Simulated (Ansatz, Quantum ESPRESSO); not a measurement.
# BN (F-43m): third-order response

Aim: Raman and infrared lines of BN (F-43m).

Main program and level: Quantum ESPRESSO 8.0 development, patched; DFT LDA, scalar-relativistic, plane waves, PseudoDojo norm-conserving pseudopotentials.

This is a report of a sequence of runs, with most program output left out.

## Step 1: The structure

It takes space group F-43m (No. 216, cubic). Conventional cell: a = 3.626 Å, b = 3.626 Å, c = 3.626 Å, α = 90.00°, β = 90.00°, γ = 90.00°. Nearest to B lie 4 N at 1.57 Å. Nearest to N lie 4 B at 1.57 Å. Farther neighbours and most contacts between anions are not listed.

## Step 2: A probe with smearing

Before anything dear is run, a loose run with smearing shows whether this is a metal and how far the cell is from rest.

probe.in

```
&control
   calculation = 'scf'
   prefix = 'x'
   outdir = './tmp'
   pseudo_dir = './pseudo'
   tprnfor = .true.
   tstress = .true.
   verbosity = 'high'
/
&system
   ibrav = 2
   celldm(1) = 6.85215071
   nat = 2
   ntyp = 2
   ecutwfc = 84.0
   occupations = 'smearing'
   smearing = 'gaussian'
   degauss = 0.01
/
&electrons
   conv_thr = 1.0d-07
   mixing_beta = 0.7
   electron_maxstep = 100
/
ATOMIC_SPECIES
 B      10.8100  B.upf
 N      14.0070  N.upf
ATOMIC_POSITIONS crystal
 B      0.000000000   0.000000000   0.000000000
 N      0.750000000   0.750000000   0.750000000
K_POINTS automatic
 8 8 8 0 0 0
```

On the command line:

```bash
$ OMP_NUM_THREADS=1 mpirun -n 2 pw.x -nk 2 -in probe.in > probe.out
```

Elapsed: 2 s, on 2 MPI ranks of Intel Xeon Platinum 8375C at 2.90GHz (Ice Lake), shared host; 3.7 s of CPU time.

Read from the output:

| Quantity | Value |
| --- | --- |
| volume per atom | 5.959 Å³ |
| pressure | -13.92 GPa |
| gap on the k-mesh | 4.406 eV |

A gap of 4.4 eV opens on this mesh, so the crystal is taken as an insulator; the start stands at -14 GPa.

## Step 3: Relaxing the cell and atoms

The relaxation runs at a cutoff a fifth above that of the response, since stress converges more slowly with the basis than frequencies do. Forces and stress are brought to rest with tight thresholds.

relax.in

```
&control
   calculation = 'vc-relax'
   prefix = 'x'
   outdir = './tmp'
   pseudo_dir = './pseudo'
   tprnfor = .true.
   tstress = .true.
   forc_conv_thr = 2.0d-05
   etot_conv_thr = 1.0d-07
   nstep = 40
/
&system
   ibrav = 2
   celldm(1) = 6.85215071
   nat = 2
   ntyp = 2
   ecutwfc = 101
   occupations = 'fixed'
   nbnd = 6
/
&electrons
   conv_thr = 1.0d-11
   mixing_beta = 0.7
   electron_maxstep = 100
/
&ions
/
&cell
   press_conv_thr = 0.2
/
ATOMIC_SPECIES
 B      10.8100  B.upf
 N      14.0070  N.upf
ATOMIC_POSITIONS crystal
 B      0.000000000   0.000000000   0.000000000
 N      0.750000000   0.750000000   0.750000000
K_POINTS automatic
 10 10 10 0 0 0
```

On the command line:

```bash
$ OMP_NUM_THREADS=1 mpirun -n 2 pw.x -nk 2 -in relax.in > relax.out
```

Wall time 10 s (2 MPI ranks).

The run stopped without converging: the BFGS search stopped short of its thresholds.

Forces and stress had fallen to the noise beside the minimum, so the last cell was taken on.

Over 6 steps the volume went from 5.959 to 5.742 Å³ an atom and the energy fell by 9.69 meV an atom.

## Step 4: Self-consistent run for the response

Perturbation theory inherits every error of the wavefunctions, so the threshold is set near the limit of the arithmetic. With a gap, occupations are fixed, which also allows the response to an electric field.

scf.in

```
&control
   calculation = 'scf'
   prefix = 'x'
   outdir = './tmp'
   pseudo_dir = './pseudo'
   tprnfor = .true.
   tstress = .true.
/
&system
   ibrav = 2
   celldm(1) = 6.7677316
   nat = 2
   ntyp = 2
   ecutwfc = 84.0
   occupations = 'fixed'
   nbnd = 6
/
&electrons
   conv_thr = 1.0d-12
   mixing_beta = 0.7
   electron_maxstep = 100
/
ATOMIC_SPECIES
 B      10.8100  B.upf
 N      14.0070  N.upf
ATOMIC_POSITIONS crystal
 B      0.000000000   0.000000000   0.000000000
 N      0.750000000   0.750000000   0.750000000
K_POINTS automatic
 12 12 12 0 0 0
```

On the command line:

```bash
$ OMP_NUM_THREADS=1 mpirun -n 2 pw.x -nk 2 -in scf.in > scf.out
```

Run time: 5.3 s. Hardware: 2 MPI ranks; 10 s of CPU time.

Read from the output:

| Item | Value |
| --- | --- |
| volume per atom | 5.742 Å³ |
| pressure | 0.02600 GPa |
| gap on the k-mesh | 4.457 eV |

The cell stands at 0.026 GPa, close enough for phonons.

## Step 5: Linear response at Γ

At q = 0 one unit cell holds all displacements; symmetry groups them into irreducible representations that are solved one by one. The response to a field gives ε∞ and the Born charges, which polar modes need. Third-order response adds the Raman tensors.

ph.in

```
phonons
&inputph
   prefix = 'x'
   outdir = './tmp'
   fildyn = 'g.dyn'
   tr2_ph = 1.0d-18
   epsil = .true.
   lraman = .true.
   elop = .true.
/
0.000000000000 0.000000000000 0.000000000000
```

On the command line:

```bash
$ OMP_NUM_THREADS=1 mpirun -n 2 ph.x -nk 2 -in ph.in > ph.out
```

Wall time 2.1 min (2 MPI ranks).

Numbers from this step:

* miss of the charge sum rule: 8.00e-5 e
* largest acoustic frequency at the zone centre before the sum rule: 1.58 cm⁻¹
* highest optical zone-centre mode (no LO-TO term): 1069 cm⁻¹
* lowest optical zone-centre mode: 1069 cm⁻¹
* mean high-frequency dielectric constant: 4.507
* largest Born charge in size (third of the trace): 1.878 e

Born charge (rows field, columns displacement), before the sum rule (e), principal values of the symmetric part by kind of site:

```csv
atom,atoms with these values,low,middle,high,mean
B1,1,1.88,1.88,1.88,1.88
N2,1,-1.88,-1.88,-1.88,-1.88
```

In full for B1:

```
1.88 0.00 0.00
0.00 1.88 0.00
0.00 0.00 1.88
```

High-frequency dielectric tensor:

```
4.51 0.00 0.00
0.00 4.51 0.00
0.00 0.00 4.51
```

The acoustic modes at Γ come out as far as 1.6 cm⁻¹ from zero, where they should vanish, a small numerical error; the Born charges miss their sum rule by 8.0e-5 e, which is good.

## Step 6: Modes with the sum rule

A rigid shift of the crystal must cost nothing, but grids and finite bases break this; the acoustic sum rule is imposed before the matrix is diagonalised again. With Born charges the intensities follow, and the static dielectric tensor.

dynmat.in

```
&input
   fildyn = 'g.dyn'
   asr = 'simple'
   fileig = 'dynmat.eig'
   lperm = .true.
/
```

On the command line:

```bash
$ dynmat.x -in dynmat.in > dynmat.out
```

Run time: 0.61 s. Hardware: 1 thread.

Read from the output:

```
mean static dielectric constant : 6.677
```

Unit eigenvectors of the mass-weighted matrix after the sum rule; no LO-TO term. The modes at Γ (shares of kinetic energy by element, %):

```csv
mode,frequency (cm⁻¹),symmetry,B %,N %
1,0.0,acoustic,44,56
2,0.0,acoustic,44,56
3,0.0,acoustic,44,56
4,1068.7,T2,56,44
5,1068.7,T2,56,44
6,1068.7,T2,56,44
```

Displacements in mode 5 (1068.7 cm⁻¹), the largest set to 1:
```
B1   0.00  0.00  1.00
N2   0.00  0.00 -0.77
```

Degenerate modes summed, no LO-TO term. Infrared lines, with heights relative to the strongest:

```csv
position (cm⁻¹),lines merged,label,"IR intensity, relative"
1069,3,T2,100
```

Degenerate modes summed. Lines of the Raman spectrum (strongest = 100):

```csv
position (cm⁻¹),lines merged,label,"Raman activity, relative"
1069,3,T2,100
```

Static dielectric tensor (ions relaxed, fixed cell):

```
6.68 0.00 0.00
0.00 6.68 0.00
0.00 0.00 6.68
```

The rule moves no optical mode by more than 0.1 cm⁻¹.

## Step 7: Sum rules set otherwise (asr crystal)

The rule can be imposed in more than one way; the choices should agree where the raw error is small.

dynmat.in

```
&input
   fildyn = 'g.dyn'
   asr = 'crystal'
   fileig = 'dynmat.eig'
   lperm = .true.
/
```

On the command line:

```bash
$ dynmat.x -in dynmat.in > dynmat.out
```

The job ended after 0.6 s (1 thread).

Zone-centre frequencies as printed; negative means imaginary. Modes:

```csv
mode,frequency (cm⁻¹)
1,0
2,0
3,0
4,1069
5,1069
6,1069
```

Against the first rule no mode moves by more than 0.1 cm⁻¹.

## Step 8: Sum rules set otherwise: a sum rule for molecules or wires on a crystal

This rule also removes rotations, which suits molecules and not a crystal; it is tried to see the harm.

dynmat.in

```
&input
   fildyn = 'g.dyn'
   asr = 'zero-dim'
   fileig = 'dynmat.eig'
   lperm = .true.
/
```

On the command line:

```bash
$ dynmat.x -in dynmat.in > dynmat.out
```

Run time: 0.6 s. Hardware: 1 thread.

The program raised no error, yet the settings are not those of a careful run.

The fault: a sum rule for molecules or wires on a crystal; 2 optical modes are projected out to zero frequency, as if they were rotations, and the static dielectric tensor is spoilt.

For a crystal the rule has to be 'simple' or 'crystal'.

Zone-centre frequencies as printed; negative means imaginary. Modes:

```csv
mode,frequency (cm⁻¹)
1,0
2,0
3,0
4,0
5,0
6,1069
```

## Step 9: The LO-TO splitting (1 0 0)

A longitudinal polar mode sets up a macroscopic field that stiffens it; the term hangs on the direction from which q goes to zero.

dynmat.in

```
&input
   fildyn = 'g.dyn'
   asr = 'simple'
   fileig = 'dynmat.eig'
   q(1) = 1.0
   q(2) = 0.0
   q(3) = 0.0
/
```

On the command line:

```bash
$ dynmat.x -in dynmat.in > dynmat.out
```

The job ended after 0.6 s (1 thread).

This step gave:

```
highest mode moved by the LO-TO term : 1301 cm⁻¹
```

Zone-centre frequencies as printed; negative means imaginary. Modes:

```csv
mode,frequency (cm⁻¹)
1,0
2,0
3,0
4,1069
5,1069
6,1301
```

The field moves one mode, from 1069 to 1301 cm⁻¹; the others stay.

## Step 10: A second program

A second program on the same cell, potentials, cutoff and meshes tests the implementation of the phonon response, not its convergence. Its field response is summed in its own way. Its k mesh is centred on Γ.

This step: DFT LDA, scalar-relativistic, plane waves, PseudoDojo norm-conserving pseudopotentials (Ansatz 0.2.0).

input.yaml

```yaml
crystal:
  lattice:
    - [-1.7906646652, 0.0, 1.7906646652]
    - [0.0, 1.7906646652, 1.7906646652]
    - [-1.7906646652, 1.7906646652, 0.0]
  atoms:
    - { symbol: B, position: [0.0, 0.0, 0.0] }
    - { symbol: "N", position: [0.75, 0.75, 0.75] }
kpoints:
  mp_grid: { grid: [12, 12, 12] }
hamiltonian:
  xc: lda
  pseudopotentials: { kind: nc, accuracy: standard }
scf:
  occupations: { method: fixed }
output:
  eigenvalues: true
basis:
  ecutwfc: 1142.878
phonons:
  method: dfpt
  dielectric: true
  rigid_motions: translations
  raman: true
```

On the command line:

```bash
$ ansatz run input.yaml --threads 2 --pin off --max-ram 4096MiB --backend cpu --events-out ev --progress --plain --runs-dir out
```

The job ended after 48 s (2 threads; peak memory 0.73 GiB; 94 s of CPU time).

Numbers from this step:

* sum-rule residual before enforcement: 1.54e-4 eV/Å²
* miss of the charge sum rule: 2.64e-6 e
* mean high-frequency dielectric constant: 4.506
* mean static dielectric constant: 6.676

Transverse modes. Infrared lines, with heights relative to the strongest:

```csv
position (cm⁻¹),label,"IR intensity ((D/Å)²/amu), degenerate modes summed, relative"
1069,T2,100
```

Activity x (w_L - w)^4 (n + 1)/w, 532 nm, 300 K. Lines of the Raman spectrum (strongest = 100):

```csv
position (cm⁻¹),label,"Stokes intensity, strongest 100"
1069,T2,100
```

## Step 11: Side by side: QE PseudoDojo and Ansatz, PseudoDojo

Worked out from the results:

| Item | Value |
| --- | --- |
| root-mean-square difference | 0 cm⁻¹ |
| largest difference | 0 cm⁻¹ |

Frequencies side by side, by row:

```csv
q (reciprocal lattice),mode,QE PseudoDojo (cm⁻¹),"Ansatz, PseudoDojo (cm⁻¹)"
0 0 0,1,0,0
0 0 0,2,0,0
0 0 0,3,0,0
0 0 0,4,1069,1069
0 0 0,5,1069,1069
0 0 0,6,1069,1069
```

The two runs side by side. Further quantities:

```csv
quantity,QE PseudoDojo,"Ansatz, PseudoDojo"
mean ε∞,4.507,4.506
"largest Born charge in size (e; the first before, the second after the charge sum rule)",1.878,1.878
summed IR intensity ((D/Å)²/amu),40.03,40.02
summed Raman activity (Å⁴/amu),19.79,19.8
```

At the zone centre the largest difference (acoustic modes at Γ apart) is 9.4e-4 % of the highest mode.

## Step 12: Results

```json
{
  "volume per atom": "5.74 Å³",
  "gap on the k-mesh": "4.46 eV",
  "highest optical zone-centre mode (no LO-TO term)": "1069 cm⁻¹",
  "highest mode moved by the LO-TO term": "1301 cm⁻¹",
  "mean high-frequency dielectric constant": "4.51",
  "largest Born charge in size (third of the trace)": "1.88 e",
  "mean static dielectric constant": "6.68",
  "imaginary optical modes at the zone centre (no q mesh in this session)": "none",
  "largest difference from Ansatz, PseudoDojo": "0 cm⁻¹"
}
```

**Reading.** The largest Raman activity of BN (F-43m) lies at 1069 cm⁻¹ and the strongest infrared line at 1069 cm⁻¹ (transverse modes). At the LDA level the optical modes of BN (F-43m) at the zone centre (no LO-TO term) lie at 1069 cm⁻¹. Along the directions run, the highest mode that the macroscopic field moves lies at 1301 cm⁻¹. Lattice motion raises the mean dielectric constant from 4.507 to 6.677. The Lyddane-Sachs-Teller relation holds: (ωLO/ωTO)² is 1.48 and ε₀/ε∞ is 1.48. QE PseudoDojo and Ansatz, PseudoDojo agree to 0.01 cm⁻¹ (9.4e-4 % of the highest mode compared) on all solved modes but the acoustic ones at Γ, without the LO-TO term. These are harmonic frequencies at zero temperature: anharmonic shifts and linewidths and thermal expansion are left out. The build is a development version in which the Raman tensors of release 7.5 are mended; dynmat.x leaves out the electro-optic term of LO lines. The structure comes from a database and need not be the phase that is stable at ambient conditions.

[Host names and launcher messages were left out of these logs when they were recorded.]

[Logs are printed without paths, hosts, clocks, repeated set-up lines and the standing remarks that a program may print on its own settings, such as how far it seeks lower states.]

[Hosts, paths, dates, database ids (printed as entryN), source tags and the programs' standing remarks are cut or masked in the printed files.]
